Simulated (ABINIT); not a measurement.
## LiH (Fm-3m): G0W0 in ABINIT against the bands in the screening

Aim: move the bands in the screening of a G0W0 run on LiH (Fm-3m) over a wide range.

Method: PBE and many-body steps on it, plane waves, in ABINIT 10.8.3.

The database entry behind the starting cell differs from later determinations by our own check (the deuteride, about 0.2 % short), so it need not match the best structure at ambient conditions.

### Step 1. The starting structure

Symmetry: Fm-3m, No. 225, cubic system. The conventional cell has a = 4.074 Å, b = 4.074 Å, c = 4.074 Å, α = 90.00°, β = 90.00°, γ = 90.00°. Li has 6 H at 2.04 Å nearest. Nearest to H lie 6 Li at 2.04 Å. Farther neighbours are not listed.

The cell and positions come from the Crystallography Open Database and are kept as given unless a step says otherwise.

### Step 2. Screening, 8×8×8 mesh, 10 bands, screening to 261.2 eV

This step: ABINIT 10.8.3; RPA screening on PBE, plane waves, norm-conserving pseudopotentials.

The RPA dielectric matrix is built and inverted for each q.

The input, run.abi:

```
acell 3*1.0 Angstrom
rprim 
  -0.000000000000 2.036750000000 2.036750000000
  2.036750000000 -0.000000000000 2.036750000000
  2.036750000000 2.036750000000 -0.000000000000
ntypat 2
znucl 3 1
natom 2
typat 1 2
xred 
  0.000000000000 0.000000000000 0.000000000000
  0.500000000000 0.500000000000 0.500000000000
pp_dirpath "pseudos"
pseudos "Li.upf, H.upf"
ecut 33
ngkpt 8 8 8
nshiftk 1
shiftk 0 0 0
kptopt 1
chksymbreak 0
istwfk *1
occopt 1
irdwfk 1
optdriver 3
nband 10
ecuteps 9.6
inclvkb 2
awtr 1
symchi 1
indata_prefix "in"
outdata_prefix "out"
tmpdata_prefix "tmp"
```

The run is started by

```sh
OMP_NUM_THREADS=1 mpirun -n 4 abinit run.abi > log
```

The program printed:

```text
.Version 10.8.3 of ABINIT. v10.8.2 released Aug 2026.

 Symmetries : space group Fm -3 m (#225); Bravais cF (face-center cubic)
[... echo of the input left out ...]
== DATASET  1 ==================================================================
-   mpi_nproc: 4, omp_nthreads: 1 (-1 if OMP is not activated)

--- !DatasetInfo
iteration_state: {dtset: 1, }
dimensions: {natom: 2, nkpt: 29, mband: 10, nsppol: 1, nspinor: 1, nspden: 1, mpw: 1056, }
cutoff_energies: {ecut:  33.0, pawecutdg:  -1.0, }
electrons: {nelect:   4.00000000E+00, charge:   0.00000000E+00, occopt:   1.00000000E+00, tsmear:   1.00000000E-02, }

 SCREENING: Calculation of the susceptibility and dielectric matrices

 Based on a program developped by R.W. Godby, V. Olevano, G. Onida, and L. Reining.
 Incorporated in ABINIT by V. Olevano, G.-M. Rignanese, and M. Torrent.
.Using double precision arithmetic ; gwpc =  8

[... cell and pseudopotentials left out ...]
--------------------------------------------------------------------------------

 ==== K-mesh for the wavefunctions ====
 Number of points in the irreducible wedge :    29
[... list of points left out ...]
 Together with 48 symmetry operations and time-reversal symmetry
 yields   512 points in the full Brillouin Zone.

 ==== Q-mesh for the screening function ====
 Number of points in the irreducible wedge :    29
[... list of points left out ...]
 Together with 48 symmetry operations and time-reversal symmetry
 yields   512 points in the full Brillouin Zone.

 setmesh: FFT mesh size selected  =    24x   24x   24
          total number of points  =        13824

 vcoul_init : cutoff-mode = AUXILIARY_FUNCTION
 q-points for optical limit:   1
     1)      0.000010    0.000020    0.000030

- screening: taking advantage of time-reversal symmetry
- Maximum band index for partially occupied states nbvw = 2
- Remaining bands to be divided among processors   nbcw = 8
- Number of bands treated by each node ~2

 Number of electrons calculated from density =    4.0000; Expected =    4.0000
 average of density, n =  0.035077
 r_s =    1.8951
 omega_plasma =   18.0662 [eV]

 calculating chi0 at frequencies [eV] :
  1    0.000000E+00    0.000000E+00
  2    0.000000E+00    1.806615E+01

--------------------------------------------------------------------------------
  q-point number  1        q = ( 0.000000, 0.000000, 0.000000) [r.l.u.]
--------------------------------------------------------------------------------
[... chi0 elements left out ...]
 For q-point:  0.000010 0.000020 0.000030
  dielectric constant =   3.9856
  dielectric constant without local fields =   4.3927

  Average fulfillment of the sum rule on Im[epsilon] for q-point    1 :     27.13  [%]
[... wings left out ...]
  q-point number  2        q = ( 0.125000, 0.000000, 0.000000) [r.l.u.]
--------------------------------------------------------------------------------
[... chi0 elements left out ...]
  Average fulfillment of the sum rule on Im[epsilon] for q-point    2 :     66.21  [%]

 [... 27 further q-points ...]
```

Elapsed: 8.6 s, on 4 MPI ranks of AMD EPYC 7R43, shared host; peak memory 0.53 GiB; 34 s of CPU time.

This step gave:

```yaml
eps_infinity_with_local_fields_on_this_mesh_along_the_program_s_q_direction: 3.986
the_same_without_local_fields: 4.393
plasma_frequency: 18.07 eV
plane_waves_in_the_screening_matrix: 169
```

Local fields lower ε∞ by 9 %.

### Step 3. 10 bands

This step: G0W0 on PBE, plane waves, norm-conserving pseudopotentials.

Edit run.abi of step 2 so:

```diff
@@ -23,8 +23,17 @@
 irdwfk 1
-optdriver 3
-nband 10
+optdriver 4
+nband 79
+gwcalctyp 0
+ecutsigx 33
+symsigma 1
+nkptgw 2
+kptgw 
+  0.5000000000 0.5000000000 0.0000000000
+  0.0000000000 0.0000000000 0.0000000000
+bdgw 
+  1 5
+  1 6
 ecuteps 9.6
-inclvkb 2
-awtr 1
-symchi 1
+irdscr 1
+ppmodel 1
 indata_prefix "in"
```

The program printed:

```text
.Version 10.8.3 of ABINIT. v10.8.2 released Aug 2026.

 Symmetries : space group Fm -3 m (#225); Bravais cF (face-center cubic)
[... echo of the input left out ...]
== DATASET  1 ==================================================================
-   mpi_nproc: 4, omp_nthreads: 1 (-1 if OMP is not activated)

--- !DatasetInfo
iteration_state: {dtset: 1, }
dimensions: {natom: 2, nkpt: 29, mband: 79, nsppol: 1, nspinor: 1, nspden: 1, mpw: 1056, }
cutoff_energies: {ecut:  33.0, pawecutdg:  -1.0, }
electrons: {nelect:   4.00000000E+00, charge:   0.00000000E+00, occopt:   1.00000000E+00, tsmear:   1.00000000E-02, }

 SIGMA: Calculation of the GW corrections

 Based on a program developped by R.W. Godby, V. Olevano, G. Onida, and L. Reining.
 Incorporated in ABINIT by V. Olevano, G.-M. Rignanese, and M. Torrent.
.Using double precision arithmetic ; gwpc =  8

[... cell and pseudopotentials left out ...]
--------------------------------------------------------------------------------

 ==== K-mesh for the wavefunctions ====
 Number of points in the irreducible wedge :    29
[... list of points left out ...]
 Together with 48 symmetry operations and time-reversal symmetry
 yields   512 points in the full Brillouin Zone.

 ==== Q-mesh for screening function ====
 Number of points in the irreducible wedge :    29
[... list of points left out ...]
 Together with 48 symmetry operations and time-reversal symmetry
 yields   512 points in the full Brillouin Zone.

 vcoul_init : cutoff-mode = AUXILIARY_FUNCTION
 q-points for optical limit:   1
     1)      0.000010    0.000020    0.000030
 setmesh: FFT mesh size selected  =    30x   30x   30
          total number of points  =        27000

 Number of electrons calculated from density =    4.0000; Expected =    4.0000
 average of density, n =  0.035077
 r_s =    1.8951
 omega_plasma =   18.0662 [eV]

 === KS Band Gaps ===
  >>>> For spin  1
   Minimum direct gap =   3.0221 [eV], located at k-point      :   0.5000  0.5000  0.0000
   Fundamental gap    =   3.0221 [eV], Top of valence bands at :   0.5000  0.5000  0.0000
                                       Bottom of conduction at :   0.5000  0.5000  0.0000
 SIGMA fundamental parameters:
 PLASMON POLE MODEL  1
 number of plane-waves for SigmaX                 1037
 number of plane-waves for SigmaC and W            169
 number of plane-waves for wavefunctions          1037
 number of bands                                    79
 number of independent spin polarizations            1
 number of spinorial components                      1
 number of k-points in IBZ                          29
 number of q-points in IBZ                          29
 number of symmetry operations                      48
 number of k-points in BZ                          512
 number of q-points in BZ                          512
 number of frequencies for dSigma/dE                 9
 frequency step for dSigma/dE [eV]                0.25
 number of omega for Sigma on real axis              0
 max omega for Sigma on real axis  [eV]           0.00
 zcut for avoiding poles [eV]                     0.10

 EPSILON^-1 parameters (SCR file):
 dimension of the eps^-1 matrix on file            169
 dimension of the eps^-1 matrix used               169
 number of plane-waves for wavefunctions          1037
 number of bands                                    10
 number of q-points in IBZ                          29
 number of frequencies                               2
 number of real frequencies                          1
 number of imag frequencies                          1

 matrix elements of self-energy operator (all in [eV])

 Perturbative Calculation

--- !SelfEnergy_ee
iteration_state: {dtset: 1, }
kpoint     : [   0.500,    0.500,    0.000, ]
spin       : 1
KS_gap     :    3.022
QP_gap     :    4.829
Delta_QP_KS:    1.807
data: !SigmaeeData |
     Band     E0 <VxcDFT>   SigX SigC(E0)      Z dSigC/dE  Sig(E)    E-E0       E
        1 -44.599 -25.708 -39.786   5.165   0.772  -0.295 -32.588  -6.880 -51.479
        2  -0.348 -11.306 -14.553   1.874   0.772  -0.296 -12.366  -1.059  -1.407
        3   2.674  -7.648  -3.711  -3.018   0.813  -0.230  -6.900   0.747   3.421
        4  10.239  -8.235  -2.670  -4.212   0.780  -0.283  -7.181   1.055  11.294
        5  10.239  -8.235  -2.670  -4.212   0.780  -0.283  -7.181   1.055  11.294

--- !SelfEnergy_ee
iteration_state: {dtset: 1, }
kpoint     : [   0.000,    0.000,    0.000, ]
spin       : 1
KS_gap     :   20.729
QP_gap     :   22.818
Delta_QP_KS:    2.088
data: !SigmaeeData |
     Band     E0 <VxcDFT>   SigX SigC(E0)      Z dSigC/dE  Sig(E)    E-E0       E
        1 -44.649 -25.626 -39.725   5.177   0.774  -0.292 -32.532  -6.906 -51.555
        2  -5.602  -9.916 -15.631   3.748   0.712  -0.404 -11.316  -1.400  -7.002
        3  15.128 -11.718  -4.656  -5.997   0.646  -0.548 -11.030   0.688  15.816
        4  17.057  -8.964  -2.438  -5.049   0.716  -0.396  -7.906   1.058  18.115
        5  17.057  -8.964  -2.438  -5.049   0.716  -0.396  -7.906   1.058  18.115
        6  17.057  -8.964  -2.438  -5.049   0.716  -0.396  -7.906   1.058  18.115

== END DATASET(S) ==============================================================
================================================================================

 -outvars: echo values of variables after computation  --------
           etotal      0.0000000000E+00
            nband          79
             nkpt          29
          spgroup         225
 [... the other variables as echoed above ...]

 Calculation completed.
```

Elapsed: 16 s, on 4 MPI ranks; peak memory 1.1 GiB.

Numbers from this step:

```yaml
g0w0_gap_on_the_points_computed: 4.828 eV
starting_gap_on_the_mesh: 3.022 eV
k_of_the_valence_top: 0.5, 0.5, 0
k_of_the_conduction_bottom: 0.5, 0.5, 0
z_at_the_valence_top: 0.772
z_at_the_conduction_bottom: 0.813
least_direct_g0w0_gap_on_the_computed_points: 4.828 eV
```

### Step 4. Screening, 8×8×8 mesh, 19 bands, screening to 261.2 eV

This step: RPA screening on PBE, plane waves, norm-conserving pseudopotentials.

Edit run.abi of step 3 so:

```diff
@@ -23,17 +23,8 @@
 irdwfk 1
-optdriver 4
-nband 79
-gwcalctyp 0
-ecutsigx 33
-symsigma 1
-nkptgw 2
-kptgw 
-  0.5000000000 0.5000000000 0.0000000000
-  0.0000000000 0.0000000000 0.0000000000
-bdgw 
-  1 5
-  1 6
+optdriver 3
+nband 19
 ecuteps 9.6
-irdscr 1
-ppmodel 1
+inclvkb 2
+awtr 1
+symchi 1
 indata_prefix "in"
```

The program printed:

```text
.Version 10.8.3 of ABINIT. v10.8.2 released Aug 2026.

 Symmetries : space group Fm -3 m (#225); Bravais cF (face-center cubic)
[... echo of the input left out ...]
== DATASET  1 ==================================================================
-   mpi_nproc: 4, omp_nthreads: 1 (-1 if OMP is not activated)

--- !DatasetInfo
iteration_state: {dtset: 1, }
dimensions: {natom: 2, nkpt: 29, mband: 19, nsppol: 1, nspinor: 1, nspden: 1, mpw: 1056, }
cutoff_energies: {ecut:  33.0, pawecutdg:  -1.0, }
electrons: {nelect:   4.00000000E+00, charge:   0.00000000E+00, occopt:   1.00000000E+00, tsmear:   1.00000000E-02, }

 SCREENING: Calculation of the susceptibility and dielectric matrices

 Based on a program developped by R.W. Godby, V. Olevano, G. Onida, and L. Reining.
 Incorporated in ABINIT by V. Olevano, G.-M. Rignanese, and M. Torrent.
.Using double precision arithmetic ; gwpc =  8

[... cell and pseudopotentials left out ...]
--------------------------------------------------------------------------------

 ==== K-mesh for the wavefunctions ====
 Number of points in the irreducible wedge :    29
[... list of points left out ...]
 Together with 48 symmetry operations and time-reversal symmetry
 yields   512 points in the full Brillouin Zone.

 ==== Q-mesh for the screening function ====
 Number of points in the irreducible wedge :    29
[... list of points left out ...]
 Together with 48 symmetry operations and time-reversal symmetry
 yields   512 points in the full Brillouin Zone.

 setmesh: FFT mesh size selected  =    24x   24x   24
          total number of points  =        13824

 vcoul_init : cutoff-mode = AUXILIARY_FUNCTION
 q-points for optical limit:   1
     1)      0.000010    0.000020    0.000030

- screening: taking advantage of time-reversal symmetry
- Maximum band index for partially occupied states nbvw = 2
- Remaining bands to be divided among processors   nbcw = 17
- Number of bands treated by each node ~4

 Number of electrons calculated from density =    4.0000; Expected =    4.0000
 average of density, n =  0.035077
 r_s =    1.8951
 omega_plasma =   18.0662 [eV]

 calculating chi0 at frequencies [eV] :
  1    0.000000E+00    0.000000E+00
  2    0.000000E+00    1.806615E+01

--------------------------------------------------------------------------------
  q-point number  1        q = ( 0.000000, 0.000000, 0.000000) [r.l.u.]
--------------------------------------------------------------------------------
[... chi0 elements left out ...]
 For q-point:  0.000010 0.000020 0.000030
  dielectric constant =   4.0029
  dielectric constant without local fields =   4.4002

  Average fulfillment of the sum rule on Im[epsilon] for q-point    1 :     55.59  [%]
[... wings left out ...]
  q-point number  2        q = ( 0.125000, 0.000000, 0.000000) [r.l.u.]
--------------------------------------------------------------------------------
[... chi0 elements left out ...]
  Average fulfillment of the sum rule on Im[epsilon] for q-point    2 :     78.90  [%]

 [... 27 further q-points ...]
```

Elapsed: 17 s, on 4 MPI ranks; peak memory 0.59 GiB.

Numbers from this step:

```yaml
eps_infinity_with_local_fields_on_this_mesh_along_the_program_s_q_direction: 4.003
the_same_without_local_fields: 4.400
plasma_frequency: 18.07 eV
plane_waves_in_the_screening_matrix: 169
```

### Step 5. 19 bands

The self-energy is evaluated for the states that the input lists, and the levels follow from it, in one-shot runs by the linearised quasiparticle equation.

This step: G0W0 on PBE, plane waves, norm-conserving pseudopotentials.

Edit run.abi of step 4 so:

```diff
@@ -23,8 +23,17 @@
 irdwfk 1
-optdriver 3
-nband 19
+optdriver 4
+nband 79
+gwcalctyp 0
+ecutsigx 33
+symsigma 1
+nkptgw 2
+kptgw 
+  0.5000000000 0.5000000000 0.0000000000
+  0.0000000000 0.0000000000 0.0000000000
+bdgw 
+  1 5
+  1 6
 ecuteps 9.6
-inclvkb 2
-awtr 1
-symchi 1
+irdscr 1
+ppmodel 1
 indata_prefix "in"
```

The program printed:

```text
.Version 10.8.3 of ABINIT. v10.8.2 released Aug 2026.

 Symmetries : space group Fm -3 m (#225); Bravais cF (face-center cubic)
[... echo of the input left out ...]
== DATASET  1 ==================================================================
-   mpi_nproc: 4, omp_nthreads: 1 (-1 if OMP is not activated)

--- !DatasetInfo
iteration_state: {dtset: 1, }
dimensions: {natom: 2, nkpt: 29, mband: 79, nsppol: 1, nspinor: 1, nspden: 1, mpw: 1056, }
cutoff_energies: {ecut:  33.0, pawecutdg:  -1.0, }
electrons: {nelect:   4.00000000E+00, charge:   0.00000000E+00, occopt:   1.00000000E+00, tsmear:   1.00000000E-02, }

 SIGMA: Calculation of the GW corrections

 Based on a program developped by R.W. Godby, V. Olevano, G. Onida, and L. Reining.
 Incorporated in ABINIT by V. Olevano, G.-M. Rignanese, and M. Torrent.
.Using double precision arithmetic ; gwpc =  8

[... cell and pseudopotentials left out ...]
--------------------------------------------------------------------------------

 ==== K-mesh for the wavefunctions ====
 Number of points in the irreducible wedge :    29
[... list of points left out ...]
 Together with 48 symmetry operations and time-reversal symmetry
 yields   512 points in the full Brillouin Zone.

 ==== Q-mesh for screening function ====
 Number of points in the irreducible wedge :    29
[... list of points left out ...]
 Together with 48 symmetry operations and time-reversal symmetry
 yields   512 points in the full Brillouin Zone.

 vcoul_init : cutoff-mode = AUXILIARY_FUNCTION
 q-points for optical limit:   1
     1)      0.000010    0.000020    0.000030
 setmesh: FFT mesh size selected  =    30x   30x   30
          total number of points  =        27000

 Number of electrons calculated from density =    4.0000; Expected =    4.0000
[...]
number of omega for Sigma on real axis              0
 max omega for Sigma on real axis  [eV]           0.00
 zcut for avoiding poles [eV]                     0.10

 EPSILON^-1 parameters (SCR file):
 dimension of the eps^-1 matrix on file            169
 dimension of the eps^-1 matrix used               169
 number of plane-waves for wavefunctions          1037
 number of bands                                    19
 number of q-points in IBZ                          29
 number of frequencies                               2
 number of real frequencies                          1
 number of imag frequencies                          1

 matrix elements of self-energy operator (all in [eV])

 Perturbative Calculation

--- !SelfEnergy_ee
iteration_state: {dtset: 1, }
kpoint     : [   0.500,    0.500,    0.000, ]
spin       : 1
KS_gap     :    3.022
QP_gap     :    4.878
Delta_QP_KS:    1.856
data: !SigmaeeData |
     Band     E0 <VxcDFT>   SigX SigC(E0)      Z dSigC/dE  Sig(E)    E-E0       E
        1 -44.599 -25.708 -39.786   5.409   0.771  -0.298 -32.388  -6.680 -51.279
        2  -0.348 -11.306 -14.553   1.648   0.772  -0.295 -12.541  -1.234  -1.582
        3   2.674  -7.648  -3.711  -3.171   0.812  -0.231  -7.026   0.622   3.296
[...]
--- !SelfEnergy_ee
iteration_state: {dtset: 1, }
kpoint     : [   0.000,    0.000,    0.000, ]
spin       : 1
KS_gap     :   20.729
QP_gap     :   22.863
Delta_QP_KS:    2.133
data: !SigmaeeData |
     Band     E0 <VxcDFT>   SigX SigC(E0)      Z dSigC/dE  Sig(E)    E-E0       E
[...]
5  17.057  -8.964  -2.438  -5.188   0.714  -0.400  -8.008   0.956  18.012
        6  17.057  -8.964  -2.438  -5.188   0.714  -0.400  -8.008   0.956  18.012

== END DATASET(S) ==============================================================
================================================================================

 -outvars: echo values of variables after computation  --------
           etotal      0.0000000000E+00
            nband          79
             nkpt          29
          spgroup         225
 [... the other variables as echoed above ...]

 Calculation completed.
```

Run time: 16 s. Hardware: 4 MPI ranks; peak memory 1.1 GiB.

This step gave:

| Item | Value |
| --- | --- |
| G0W0 gap on the points computed | 4.878 eV |
| starting gap on the mesh | 3.022 eV |
| k of the valence top | 0.5, 0.5, 0 |
| k of the conduction bottom | 0.5, 0.5, 0 |
| Z at the valence top | 0.772 |
| Z at the conduction bottom | 0.812 |
| least direct G0W0 gap on the computed points | 4.878 eV |

The gap on the mesh goes from 3.02 eV to 4.88 eV, a correction of +1.86 eV.

(Part 1 of 2 ends here.)

[Paths, hosts, dates, memory and timing lines, banners, echoed tables and standing remarks are left out of the program output.]

[Logs are printed without paths, hosts, clocks, repeated set-up lines and the standing remarks that a program may print on its own settings, such as how far it seeks lower states.]

[Runs of the session that timed out or met a known fault of the program may be left out.]

[No measured gap is set beside runs whose start may be inverted or whose files or cutoffs have a known fault.]

[Hosts, paths, dates, database ids (printed as entryN), source tags and the programs' standing remarks are cut or masked in the printed files.]

[G0W0 gaps are taken among the corrected bands and points alone; a level outside them can change the order at an edge.]

[Where Ansatz stands beside ABINIT at settings called matched, ABINIT's density can come from a denser mesh and the files from another edition; pairs whose starting gaps differed by over 0.03 eV were left out, so agreement reads better than it is.]
